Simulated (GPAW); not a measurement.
CuF2 (P2_1/c), F K edge of atom 3, with 1 Cu at 1.91 Å, 1 Cu at 1.93 Å and 1 Cu at 2.31 Å (distorted trigonal planar, site symmetry 1). Method: GPAW, LDA + U (Cu 5 eV), full core hole (charged cell), 18-atom cell with 5.6 Å between holes, 3×3×3 k points, dipole transitions, Gaussian full width 0.9 eV up to 4 eV, rising linearly to 3.5 eV at 25 eV.

```xyz
6
Lattice="3.3200 0.0000 0.0000 0.0000 4.5400 0.0000 -2.7869 0.0000 4.5589" Properties=species:S:1:pos:R:3 pbc="T T T"
Cu   -1.3934    2.2700    2.2795
Cu    0.0000    0.0000    0.0000
F    -1.3796    0.9080    3.6471
F     0.5193    3.1780    3.1913
F     1.9127    3.6320    0.9118
F     0.0139    1.3620    1.3677
```

Energy from the lowest empty level; a common scale on which the isotropic spectrum has a mean of 1 over the first 20 eV.

```
E (eV)  curve 1  curve 2  curve 3
  -2.0     0.00     0.00     0.00
  -1.0     0.00     0.01     0.01
   0.0     0.52     0.66     0.66
   1.0     0.12     0.12     0.10
   2.0     0.01     0.02     0.02
   3.0     0.10     0.09     0.10
   4.0     0.28     0.18     0.23
   5.0     1.50     1.30     1.21
   6.0     2.68     1.70     1.74
   7.0     2.84     1.64     1.65
   8.0     2.04     1.63     1.54
   9.0     1.47     1.30     1.37
  10.0     0.91     1.29     1.39
  11.0     0.98     2.53     2.46
  12.0     0.94     2.34     2.24
  13.0     0.82     1.38     1.32
  14.0     0.79     1.00     1.08
  15.0     0.74     0.72     0.86
  16.0     0.70     0.55     0.61
  17.0     0.66     0.50     0.49
  18.0     0.65     0.53     0.49
  19.0     0.67     0.57     0.54
  20.0     0.74     0.65     0.64
  21.0     0.94     0.79     0.80
  22.0     1.16     0.97     0.93
  23.0     1.28     1.10     0.98
  24.0     1.30     1.17     1.02
  25.0     1.27     1.16     1.08
  26.0     1.24     1.07     1.09
  27.0     1.25     0.96     1.04
  28.0     1.28     0.92     1.01
  29.0     1.29     0.96     1.03
  30.0     1.26     1.03     1.08
  31.0     1.18     1.07     1.12
  32.0     1.09     1.11     1.16
```

The curves are for the electric vector along different Cartesian axes of the cell as given, averaged over the symmetry-equivalent atoms. Which is which?

Curve 1: along x, main maxima 0.2 eV (0.63), 6.7 eV (2.96), 11.3 eV (0.99) and 23.8 eV (1.30). Curve 2: along z, main maxima 0.2 eV (0.73), 6.3 eV (1.73) and 11.4 eV (2.72). Curve 3: along y, main maxima 0.2 eV (0.72), 5.7 eV (1.81), 7.2 eV (1.67) and 11.4 eV (2.63). A K edge sees empty p states; the first features are F p mixed into the empty d states of the Cu neighbours, and the broad ones above probably into the cations' higher empty bands. Each direction probes the empty orbitals that point along it. The hole lies in one spin channel, while the script sums the empty states of both and takes the lower zero; where the two channels are split, this blurs and shifts the curve. The spins start antiferromagnetically in a simple order, which needn't be the measured one; gap and edge can depend on it.

[Banner, clock and machine lines of the logs are left out without a mark of their own.]

[Logs are printed without paths, hosts, clocks, repeated set-up lines and the standing remarks that a program may print on its own settings, such as how far it seeks lower states.]

[Hosts, paths, dates, database ids (printed as entryN), source tags and the programs' standing remarks are cut or masked in the printed files.]

[Lists of maxima count a maximum above −3 eV only where it reaches 4 % of the highest in the window and stands out from its surroundings by 2 % of it (1.5 % where it reaches 55 %); shoulders and weaker maxima are passed over, and of the rest the first, up to two pre-edge ones and the few strongest are named.]
